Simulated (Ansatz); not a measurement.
# NbH (I4/mmm): a soft mode frozen in, part 2 of 2

Wanted: the energy along a soft mode of NbH (I4/mmm) and the structure at the end.

Ansatz 0.2.0; DFT PBEsol, scalar-relativistic, plane waves, norm-conserving pseudopotentials.

So far, highest frequency on the path or at a solved wavevector (cm⁻¹): step 2 (the dispersion) 1686. Also lowest frequency on the path (cm⁻¹): step 2 -127.

**6. Relaxation from the frozen mode**

Starting from the lowest point found, all atoms and the cell are let go, so that strain and other modes of the same symmetry can join in.

input.yaml reads:

```yaml
crystal:
  lattice:
    - [1.5831013608, -1.5831013608, -1.9651695099]
    - [-1.5831013608, -1.5831013608, 1.9651695099]
    - [-3.1662027215, 0.0, -3.9303390198]
  atoms:
    - { symbol: Nb, position: [0.5, 0.5, 0.5] }
    - { symbol: Nb, position: [1.0, 0.0, 1.0] }
    - { symbol: H, position: [0.2057829955, 0.7057829955, 0.25] }
    - { symbol: H, position: [0.7942170045, 0.2942170045, 0.75] }
kpoints:
  mp_grid: { grid: [14, 14, 8] }
hamiltonian:
  xc: pbesol
  pseudopotentials: { kind: nc }
scf:
  occupations: { method: methfessel_paxton, width: 0.15 }
output:
  forces: true
  stress: true
  eigenvalues: true
relax:
  adjacent_minimum: "off"
  f_tol: 0.002
  max_steps: 120
  cell: { stress_tol: 0.03 }
```

On the command line:

```sh
$ ansatz run input.yaml --threads 4 --pin off --max-ram 7168MiB --backend cpu --events-out ev --progress --plain --runs-dir out
```

Numbers of over 12 decimals in the logs are rounded to 6 here.

What it wrote:

```text
[...]
Crystal: 4 atoms, lattice volume = 39.401 Å³
Basis set: ecut = 1115.666836 eV, 3329 PW (Γ), exchange–correlation on 72×72×120 points (8 copies of the dense FFT grid, shifted against one another)
Bands: 18, of which v1, the nominal top of the filled ones, is band 14 counted from 1 (13 counted from 0)
Symmetry: 4 space group operations
[...]
k-points: 429 of 1568
[...]
SCF iter   1: F=—  HF=-3421.740555 eV  |F-HF|=—  |Δ(HF+E_count)|=         —  Δρ=1.01e-1  dr2=4.50e0  ethr=3.10e-3  ⟨swp⟩=5.8  Hψ=37661  notcnv=0
[...]
SCF iter   6: F=-3419.993179 eV  HF=-3419.993179 eV  |F-HF|=1.68e-8  |Δ(HF+E_count)|=   2.51e-7  S|Δr|=    0.00e0  Δρ=1.69e-5  dr2=6.41e-8  ethr=3.57e-10  ⟨swp⟩=10.2  Hψ=50108  notcnv=0
SCF 1 converged in 6 iterations: F = -3419.993179 eV  dr2 = 6.41e-8
relax step   1: F+E_penalty+E_count = -3419.99317891 eV  Δ(F+E_penalty+E_count) = +0.000e0 eV  max|allowed force component| = 3.708e-3 eV/Å  Δτ_max = 0.0000 Å  P = +0.227 GPa  Ω = 39.401 Å³  (6 SCF iters, dr2 threshold 1.00e-7 eV, accepted)
Crystal: 4 atoms, lattice volume = 39.886 Å³
Basis set: ecut = 1115.666836 eV, 3363 PW (Γ), exchange–correlation on 72×72×120 points (8 copies of the dense FFT grid, shifted against one another)
[...]
SCF iter   4: F=-3419.997663 eV  HF=-3419.997663 eV  |F-HF|=1.97e-8  |Δ(HF+E_count)|=   1.44e-7  S|Δr|=    0.00e0  Δρ=2.95e-5  dr2=1.38e-7  ethr=1.43e-9  ⟨swp⟩=8.0  Hψ=45401  notcnv=0
SCF 2 converged in 4 iterations: F = -3419.997663 eV  dr2 = 1.38e-7
relax step   2: F+E_penalty+E_count = -3419.99766298 eV  Δ(F+E_penalty+E_count) = -4.484e-3 eV  max|allowed force component| = 6.096e-2 eV/Å  Δτ_max = 0.0095 Å  P = -1.946 GPa  Ω = 39.886 Å³  energy of the carried Pulay correction = -1.514e-4 eV  (4 SCF iters, dr2 threshold 4.00e-7 eV, accepted)
Crystal: 4 atoms, lattice volume = 40.363 Å³
Basis set: ecut = 1115.666836 eV, 3409 PW (Γ), exchange–correlation on 72×72×120 points (8 copies of the dense FFT grid, shifted against one another)
[...]
SCF iter   5: F=-3420.044524 eV  HF=-3420.044524 eV  |F-HF|=4.71e-8  |Δ(HF+E_count)|=   1.61e-7  S|Δr|=    0.00e0  Δρ=2.84e-5  dr2=2.04e-7  ethr=1.43e-9  ⟨swp⟩=8.7  Hψ=46792  notcnv=0
SCF 3 converged in 5 iterations: F = -3420.044524 eV  dr2 = 2.04e-7
relax step   3: F+E_penalty+E_count = -3420.04452378 eV  Δ(F+E_penalty+E_count) = -4.686e-2 eV  max|allowed force component| = 4.318e-1 eV/Å  Δτ_max = 0.1565 Å  P = -2.315 GPa  Ω = 40.363 Å³  energy of the carried Pulay correction = -2.985e-4 eV  (5 SCF iters, dr2 threshold 4.00e-7 eV, accepted)
[... from here on, the SCF cycles and remarks between the steps are left out ...]
relax step   4: F+E_penalty+E_count = -3420.11233942 eV  Δ(F+E_penalty+E_count) = -6.782e-2 eV  max|allowed force component| = 3.318e-2 eV/Å  Δτ_max = 0.1948 Å  P = -3.660 GPa  Ω = 40.898 Å³  energy of the carried Pulay correction = -4.611e-4 eV  (6 SCF iters, dr2 threshold 4.00e-7 eV, accepted)
relax step   5: F+E_penalty+E_count = -3420.28383349 eV  Δ(F+E_penalty+E_count) = -1.715e-1 eV  max|allowed force component| = 3.633e-2 eV/Å  Δτ_max = 0.1733 Å  P = -6.062 GPa  Ω = 41.679 Å³  energy of the carried Pulay correction = -6.949e-4 eV  (5 SCF iters, dr2 threshold 4.00e-7 eV, accepted)
relax step   6: F+E_penalty+E_count = -3420.34669110 eV  Δ(F+E_penalty+E_count) = -6.286e-2 eV  max|allowed force component| = 1.202e-1 eV/Å  Δτ_max = 0.1018 Å  P = -1.459 GPa  Ω = 40.834 Å³  energy of the carried Pulay correction = -4.417e-4 eV  (5 SCF iters, dr2 threshold 4.00e-7 eV, accepted)
relax step   7: F+E_penalty+E_count = -3420.35626794 eV  Δ(F+E_penalty+E_count) = -9.577e-3 eV  max|allowed force component| = 7.250e-4 eV/Å  Δτ_max = 0.0118 Å  P = -0.205 GPa  Ω = 40.474 Å³  energy of the carried Pulay correction = -3.323e-4 eV  (4 SCF iters, dr2 threshold 4.00e-7 eV, accepted)
relax step   8: F+E_penalty+E_count = -3420.35708211 eV  Δ(F+E_penalty+E_count) = -8.142e-4 eV  max|allowed force component| = 2.069e-4 eV/Å  Δτ_max = 0.0016 Å  P = -0.044 GPa  Ω = 40.467 Å³  energy of the carried Pulay correction = -3.302e-4 eV  (4 SCF iters, dr2 threshold 4.00e-7 eV, accepted)
relax step   9: F+E_penalty+E_count = -3420.35710816 eV  Δ(F+E_penalty+E_count) = -2.605e-5 eV  max|allowed force component| = 2.492e-5 eV/Å  Δτ_max = 0.0000 Å  P = -0.009 GPa  Ω = 40.458 Å³  energy of the carried Pulay correction = -3.274e-4 eV  (3 SCF iters, dr2 threshold 2.69e-8 eV, accepted)
relax step  10: F+E_penalty+E_count = -3420.36617276 eV  Δ(F+E_penalty+E_count) = -9.065e-3 eV  max|allowed force component| = 6.317e-5 eV/Å  Δτ_max = 0.0000 Å  P = +0.418 GPa  Ω = 40.458 Å³  stress off target by 6.36e-1 GPa  SCF on the basis re-selected at this cell (its energy is not comparable with the rows above)  (5 SCF iters)
relax step  11: F+E_penalty+E_count = -3420.36646512 eV  Δ(F+E_penalty+E_count) = -2.924e-4 eV  max|allowed force component| = 4.025e-4 eV/Å  Δτ_max = 0.0050 Å  P = +0.019 GPa  Ω = 40.551 Å³  energy of the carried Pulay correction = -2.874e-5 eV  (4 SCF iters, dr2 threshold 4.00e-7 eV, accepted)
relax step  12: F+E_penalty+E_count = -3420.36646554 eV  Δ(F+E_penalty+E_count) = -4.180e-7 eV  max|allowed force component| = 4.544e-5 eV/Å  Δτ_max = 0.0005 Å  P = +0.000 GPa  Ω = 40.556 Å³  energy of the carried Pulay correction = -3.028e-5 eV  (3 SCF iters, dr2 threshold 4.74e-9 eV, accepted)
[...]
SCF iter   4: F=-3420.366500 eV  HF=-3420.366500 eV  |F-HF|=9.09e-13  |Δ(HF+E_count)|=  6.59e-11  S|Δr|=    0.00e0  Δρ=1.24e-7  dr2=1.18e-12  ethr=1.00e-12  ⟨swp⟩=8.1  Hψ=44016  notcnv=0
SCF 13 converged in 4 iterations: F = -3420.366500 eV  dr2 = 1.18e-12
relax step  13: F+E_penalty+E_count = -3420.36649999 eV  Δ(F+E_penalty+E_count) = -3.445e-5 eV  max|allowed force component| = 3.451e-5 eV/Å  Δτ_max = 0.0000 Å  P = +0.003 GPa  Ω = 40.556 Å³  stress off target by 6.17e-3 GPa  SCF on the basis re-selected at this cell (its energy is not comparable with the rows above)  (4 SCF iters)
[...]
SCF converged after 4 iterations
[...]
Free energy (F): -3420.366500 eV
[...]
Internal energy: -3420.366338 eV  (E = F + TS)
E sigma→0 (E₀):  -3420.366459 eV
Entropy (-TS):   -0.000162 eV (-0.041 meV/atom)
Fermi energy:    17.130521 eV
[...]
--- Forces (eV/Å), atoms counted from 1 ---
  atom   1  Nb    -0.00000000     0.00000000     0.00000000
  atom   2  Nb     0.00000000    -0.00000000     0.00000000
  atom   3  H      0.00000000     0.00003451     0.00000000
  atom   4  H      0.00000000    -0.00003451    -0.00000000
  max |Σ_I F_I| component: 2.40e-28 eV/Å
--- Stress (GPa, compression-positive) ---
        0.003589       0.000000       0.000139
        0.000000       0.006168       0.000000
        0.000139       0.000000      -0.000611
  P = ⅓ Tr σ = 0.0030 GPa (0.030 kbar)
--- Band table (eV; the first three rows and the last of 429) ---
  k-point 0: bands = [... 10 lower, 12.6409, 13.9141, 16.1959, 16.3869, 16.5629, 18.5356, 18.9504, 19.2278]
  k-point 1: bands = [... 10 lower, 13.2355, 13.9887, 16.1653, 16.5047, 16.5172, 18.5439, 18.8439, 19.2282]
  k-point 2: bands = [... 10 lower, 13.7714, 14.2008, 16.0110, 16.2832, 16.9004, 18.5691, 18.6666, 19.1869]
  k-point 428: bands = [... 10 lower, 13.6454, 13.6454, 16.4551, 16.4551, 17.4734, 17.4734, 21.5026, 21.5026]
--- Relaxed structure (11 steps of the walk, 11 accepted, 2 SCFs on fresh bases) ---
  F+E_penalty+E_count = -3420.36649999 eV   max|allowed force component| = 3.451e-5 eV/Å   (the final SCF, on the basis selected at the relaxed cell)
  cell:  # Å, volume = 40.5556 Å³
    - [1.694486, -1.724526, -1.698412]
    - [-1.694486, -1.724526, 1.698412]
    - [-3.469518, 1.040564640489008e-16, -3.461710]
  atoms:
    - { symbol: Nb, position: [0.500000, 0.500000, 0.5] }
    - { symbol: Nb, position: [1.0, 0.0, 1.0] }
    - { symbol: H, position: [1.787101420887933e-5, 0.500018, 0.250000] }
    - { symbol: H, position: [0.999982, 0.499982, 0.750000] }
```

The job ended after 6.6 min (4 threads of Arm Neoverse N1, shared host; peak memory 1.1 GiB).

Relaxation path:

```csv
step,energy less that of the first step (eV),largest force component (eV/Å),pressure (GPa),volume (Å³)
1,0.0000,0.0037,0.23,39.40
2,-0.0045,0.0610,-1.95,39.89
3,-0.0513,0.4318,-2.32,40.36
4,-0.1192,0.0332,-3.66,40.90
5,-0.2907,0.0363,-6.06,41.68
6,-0.3535,0.1202,-1.46,40.83
7,-0.3631,0.0007,-0.20,40.47
8,-0.3639,0.0002,-0.04,40.47
9,-0.3639,0.0000,-0.01,40.46
10*,-0.3730,0.0001,0.42,40.46
11,-0.3733,0.0004,0.02,40.55
12,-0.3733,0.0000,0.00,40.56
13*,-0.3733,0.0000,0.00,40.56
```

Relaxation steps marked * repeat the geometry before them on a plane-wave basis chosen anew for their cell, so energy and pressure can jump there.

The run keeps the 4 symmetry operations that it works with, so distortions that break them were not tested.

```
     cell as run  before   after   change
           a (Å)   2.979   2.955   -0.8 %
           b (Å)   2.979   2.955   -0.8 %
           c (Å)   5.047   4.901   -2.9 %
           α (°)  100.39   90.00  -10.3 %
           β (°)   79.61   90.00  +13.0 %
           γ (°)  115.80  108.58   -6.2 %
volume (Å³/atom)    9.85   10.14   +2.9 %
```

The atoms that moved most (Å, as changes of fractional coordinates times the final cell):

```csv
atom,dx,dy,dz,length
H4,0.000,-0.710,0.000,0.710
H3,0.000,0.710,0.000,0.710
```

The relaxed structure:

```cif
data_structure
_symmetry_space_group_name_H-M 'P 1'
_symmetry_Int_Tables_number 1
_cell_length_a 2.9546
_cell_length_b 2.9546
_cell_length_c 4.9011
_cell_angle_alpha 90.001
_cell_angle_beta 89.999
_cell_angle_gamma 108.582
_cell_volume 40.56
loop_
_atom_site_label
_atom_site_type_symbol
_atom_site_fract_x
_atom_site_fract_y
_atom_site_fract_z
_atom_site_occupancy
Nb1 Nb 0.50000 0.50000 0.50000 1
Nb2 Nb 0.00000 0.00000 0.00000 1
H3 H 0.00002 0.50002 0.25000 1
H4 H 0.99998 0.49998 0.75000 1
```

Numbers from this step:

```
pressure        : 0.003049 GPa
volume per atom : 10.14 Å³
```

The distorted start has space group C2/c; the relaxation ends in Cccm.

**7. The new phase in its own primitive cell**

The relaxed structure is symmetrised, reduced to its primitive cell and relaxed tightly, as its phonons need.

input.yaml, the sections that differ from step 6:

```yaml
crystal:
  lattice:
    - [1.72452642, -2.3991423127, 0.0]
    - [1.72452642, 2.3991423127, 0.0]
    - [0.0, 0.0, 4.9011216655]
  atoms:
    - { symbol: Nb, position: [0.5, 0.0, 0.5] }
    - { symbol: Nb, position: [0.0, 0.5, 0.0] }
    - { symbol: H, position: [0.5, 0.5, 0.75] }
    - { symbol: H, position: [0.5, 0.5, 0.25] }
relax:
  adjacent_minimum: "off"
  f_tol: 0.001
  max_steps: 60
  cell: { stress_tol: 0.01 }
# kpoints, hamiltonian, scf, output: as in step 6
```

What it wrote:

```text
[...]
Crystal: 4 atoms, lattice volume = 40.556 Å³
Basis set: ecut = 1115.666836 eV, 3435 PW (Γ), exchange–correlation on 72×72×108 points (8 copies of the dense FFT grid, shifted against one another)
Bands: 18, of which v1, the nominal top of the filled ones, is band 14 counted from 1 (13 counted from 0)
Symmetry: 8 space group operations
[...]
k-points: 285 of 1568
[...]
--- Relaxed structure (1 steps of the walk, 1 accepted, 1 SCFs on fresh bases) ---
[...]
cell:  # Å, volume = 40.5556 Å³
    - [1.72452642, -2.3991423127, 0.0]
    - [1.72452642, 2.3991423127, 0.0]
    - [0.0, 0.0, 4.9011216655]
  atoms:
    - { symbol: Nb, position: [0.5, 0.0, 0.500000] }
    - { symbol: Nb, position: [0.0, 0.5, 0.0] }
    - { symbol: H, position: [0.5, 0.5, 0.750000] }
    - { symbol: H, position: [0.5, 0.5, 0.250000] }
[key lines of the parts left out:]
SCF converged after 5 iterations
Free energy (F): -3420.366500 eV
Fermi energy:    17.130521 eV
P = ⅓ Tr σ = 0.0030 GPa (0.030 kbar)
```

Elapsed: 49 s, on 4 threads; peak memory 0.85 GiB; 2.8 min of CPU time.

Little changed from the start: no atom moved by 0.005 Å and no cell edge by 0.1 %.

Numbers from this step:

```
pressure : 0.003048 GPa
```

The forces vanish by symmetry and the pressure is 0.003 GPa, within the tolerances set. The cell now holds 10.14 Å³/atom.

**8. Modes of the new phase, k-mesh 14×14×8**

A relaxed structure may still be a saddle point, so its zone-centre modes are computed. No field response is asked, since the mesh shows no gap.

Edit input.yaml of step 7 so:

```diff
@@ -18,9 +18,4 @@
 output:
-  forces: true
-  stress: true
   eigenvalues: true
-relax:
-  adjacent_minimum: "off"
-  f_tol: 0.001
-  max_steps: 60
-  cell: { stress_tol: 0.01 }
+phonons:
+  method: dfpt
```

What it wrote:

```text
zone centre: on kpoints.mp_grid the ground state, and the responses unless they are solved on pairs of k-points, stand on 500 of the mesh's 1568 k-points, reduced under 2 symmetry operations, with k and −k counted as one. Each operation leaves every solved displacement unchanged or reverses it
[...]
Crystal: 4 atoms, lattice volume = 40.556 Å³
Basis set: ecut = 1115.666836 eV, 3435 PW (Γ), exchange–correlation on 72×72×108 points (8 copies of the dense FFT grid, shifted against one another)
Bands: 18, of which v1, the nominal top of the filled ones, is band 14 counted from 1 (13 counted from 0)
Symmetry: 8 space group operations
k-points: 500 of 1568 (irreducible under 2 space group operations, time reversal used)
[...]
SCF iter   1: F=—  HF=-3422.429257 eV  |F-HF|=—  |Δ(HF+E_count)|=         —  Δρ=1.09e-1  dr2=5.19e0  ethr=3.10e-3  ⟨swp⟩=5.7  Hψ=44595  notcnv=0
[...]
SCF iter   9: F=-3420.366500 eV  HF=-3420.366500 eV  |F-HF|=4.55e-13  |Δ(HF+E_count)|=  1.82e-11  S|Δr|=    0.00e0  Δρ=8.07e-8  dr2=6.31e-13  ethr=1.00e-12  ⟨swp⟩=9.4  Hψ=59354  notcnv=0
SCF 1 converged in 9 iterations: F = -3420.366500 eV  dr2 = 6.31e-13
DFPT response loops at Γ: preconditioner auto → Kerker (q_TF=auto, 2.565 Å⁻¹) (partly filled bands, converged f_vac=0.000); β = 1.00, the filter's whole step (`scf.mixing.beta` (0.50) is not read by the response loops under this deck's `scf.mixing.preconditioner`; to damp them name `kerker` or `kerker_dos`, under which they read `scf.mixing.beta`, and type it under 1.00, their step now; both keys bind the ground state too); Broyden in place of MSR1
SCF converged after 9 iterations
[...]
Free energy (F): -3420.366500 eV
[...]
Internal energy: -3420.366338 eV  (E = F + TS)
E sigma→0 (E₀):  -3420.366459 eV
Entropy (-TS):   -0.000162 eV (-0.041 meV/atom)
Fermi energy:    17.130521 eV
[...]
--- Band table (eV; the first three rows and the last of 500) ---
  k-point 0: bands = [... 10 lower, 12.6409, 13.9141, 16.1959, 16.3869, 16.5629, 18.5356, 18.9504, 19.2278]
  k-point 1: bands = [... 10 lower, 13.2355, 13.9887, 16.1653, 16.5047, 16.5172, 18.5439, 18.8439, 19.2282]
  k-point 2: bands = [... 10 lower, 13.7714, 14.2008, 16.0110, 16.2832, 16.9004, 18.5691, 18.6666, 19.1869]
  k-point 499: bands = [... 10 lower, 13.6454, 13.6454, 16.4551, 16.4551, 17.4734, 17.4734, 21.5026, 21.5026]
--- Phonons (Γ-DFPT): 6 representative perturbations + reference, on 500 of 1568 k-points (Σ response iterations 19) ---
  k mesh reduced under 2 symmetry operations, with k and −k counted as one. Each operation leaves every solved displacement unchanged or reverses it
  ASR residual: 1.244e-4 → 0.000e0 eV/Å²; symmetrization residual: 1.490e-6 eV/Å²
  ASR residual per site (eV/Å²): 1.24e-4 1.24e-4 5.69e-6 5.69e-6
  Γ frequencies (cm⁻¹): 0.00 0.00 0.00 149.73 151.31 261.75 1056.85 1071.29 1378.76 1431.25 1455.87 1529.19
  non-analytic LO–TO correction: not included (Born effective charges unavailable; polar crystals: no LO–TO splitting at Γ)
```

Wall time 6.3 min (4 threads); peak memory 3.6 GiB.

This step gave:

```
sum-rule residual before enforcement                    : 1.24e-4 eV/Å²
point group                                             : mmm
highest optical mode at the zone centre (no LO-TO term) : 1529 cm⁻¹
lowest optical zone-centre mode                         : 149.7 cm⁻¹
```

Patterns of degenerate modes are one choice out of their space. Modes at Γ, with each element's share of the kinetic energy:

| mode | frequency (cm⁻¹) | symmetry | Nb % | H % |
| --- | --- | --- | --- | --- |
| 1 | 0.0 | acoustic | 99 | 1 |
| 2 | 0.0 | acoustic | 99 | 1 |
| 3 | 0.0 | acoustic | 99 | 1 |
| 4 | 149.7 | B2u | 100 | 0 |
| 5 | 151.3 | B3u | 98 | 2 |
| 6 | 261.8 | Au | 100 | 0 |
| 7 | 1056.8 | B3u | 3 | 97 |
| 8 | 1071.3 | B3g | 0 | 100 |
| 9 | 1378.8 | B2u | 1 | 99 |
| 10 | 1431.2 | B1u | 1 | 99 |
| 11 | 1455.9 | B2g | 0 | 100 |
| 12 | 1529.2 | B1g | 0 | 100 |

Displacements in mode 4 (149.7 cm⁻¹), the largest set to 1:
```
Nb1 -1.00  0.01  0.00
Nb2  1.00  0.01  0.00
H3   0.00 -0.47  0.00
H4   0.00 -0.47  0.00
```

Displacements in mode 7 (1056.8 cm⁻¹), the largest set to 1:
```
Nb1 -0.01 -0.01  0.00
Nb2 -0.01  0.01  0.00
H3   1.00  0.00  0.00
H4   1.00  0.00  0.00
```

Before it was imposed, the acoustic sum rule was missed by 1.2e-4 eV/Å². Small misses are needed for a sound result but don't prove that mesh and cutoff are converged. The lowest optical mode is real, 150 cm⁻¹.

**9. The phases reached**

The phases reached along the modes that were followed are set side by side.

Energies are those of the first relaxation, on the mesh of the frozen mode; space group, volume and gap are those of the last relaxation. Phases, by row:

```csv
mode frozen in,space group,energy from parent (meV/atom),volume (Å³/atom),gap on mesh (eV),lowest zone-centre optical mode (cm⁻¹),largest shift (Å)
parent,I4/mmm,0,9.85,0,–,–
"q = (0, -0.5, 0), 127i cm⁻¹",Cccm,-93.62,10.14,0,149.7,0.862
```

**10. Outcome**

- unstable mode of the parent: q = (0, -0.5, 0), 127i cm⁻¹
- depth at the lowest point sampled: 0.162 meV/atom
- largest atomic shift at that point: 0.14 Å
- space group reached (within 0.01 Å): Cccm
- energy gained over the parent (first relaxation, on the mesh of the frozen mode): 93.6 meV/atom
- volume per atom, phase reached: 10.1 Å³
- lowest optical zone-centre mode, phase reached: 150 cm⁻¹
- highest optical mode at the zone centre (no LO-TO term), phase reached: 1529 cm⁻¹

What this shows: Along this mode the structure falls into Cccm, 93.6 meV/atom below the parent. At the parent's cell the well is 0.162 meV/atom deep on the steps tried, with its lowest point at a shift of 0.14 Å. Relaxing atoms and cell changes the gain by +93.46 meV/atom against the lowest step (energies at zero smearing). Most of the total comes from this relaxation. The new phase has no imaginary mode at the zone centre of its cell; other wavevectors were not checked. How so shallow a well moves with the k mesh was not tested. Each path keeps the symmetry of its pattern, so a lower phase may lie along a pattern not tried. The q mesh stands for a supercell only 6.0 Å across, so branches between the solved wavevectors are rough. With no gap, or one that is small against the smearing, the frequencies hang on the k mesh and the smearing, most of all near Kohn anomalies.

[Logs are printed without paths, hosts, clocks, repeated set-up lines and the standing remarks that a program may print on its own settings, such as how far it seeks lower states.]

[Hosts, paths, dates, database ids (printed as entryN), source tags and the programs' standing remarks are cut or masked in the printed files.]
